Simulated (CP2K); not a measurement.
Two runs for the C K edge of naphthalene. Run A: CP2K XAS_TDP, all-electron GAPW, PBEh(45%), aug-cc-pVDZ, TDA, no relativity. Run B differs in one setting.

First lines with a strength over 0.0015. A:

```csv
atom,energy (eV),states,"strength, one atom"
"C1 (bonded to 2 C and H), 4 alike",281.28,1,0.0482
,283.11,1,0.0035
,284.23,1,0.0110
,285.36,1,0.0020
,286.03,1,0.0038
"C3 (bonded to 2 C and H), 4 alike",281.00,1,0.0484
,284.29,1,0.0120
,284.44,1,0.0027
,285.91,1,0.0021
,285.95,1,0.0058
"C4 (bonded to 3 C), 2 alike",281.85,1,0.0530
,284.02,1,0.0021
,286.66,1,0.0023
,287.54,2,0.0031
,288.19,1,0.0025
```

B:

```csv
atom,energy (eV),states,"strength, one atom"
"C1 (bonded to 2 C and H), 4 alike",286.96,1,0.0472
,288.79,1,0.0034
,289.92,1,0.0107
,291.05,1,0.0020
,291.72,1,0.0038
"C3 (bonded to 2 C and H), 4 alike",286.78,1,0.0474
,290.07,1,0.0118
,290.22,1,0.0026
,291.69,1,0.0020
,291.73,1,0.0057
"C4 (bonded to 3 C), 2 alike",287.40,1,0.0519
,289.57,1,0.0021
,292.21,1,0.0023
,293.09,2,0.0030
,293.74,1,0.0024
```

**Question.** Which was it: scalar relativity switched on, the basis, the functional, GW2X switched on?

GW2X switched on. GW2X shifts an atom's lines together and keeps their spacings. Against PBEh(45%) in aug-cc-pVDZ, the leading lines move by +5.68 eV (C1, to 286.96), +5.78 eV (C3, to 286.78) and +5.55 eV (C4, to 287.40).

[Banner, clock and machine lines of the logs are left out without a mark of their own.]

[Logs are printed without paths, hosts, clocks, repeated set-up lines and the standing remarks that a program may print on its own settings, such as how far it seeks lower states.]

[Hosts, paths, dates, database ids (printed as entryN), source tags and the programs' standing remarks are cut or masked in the printed files.]
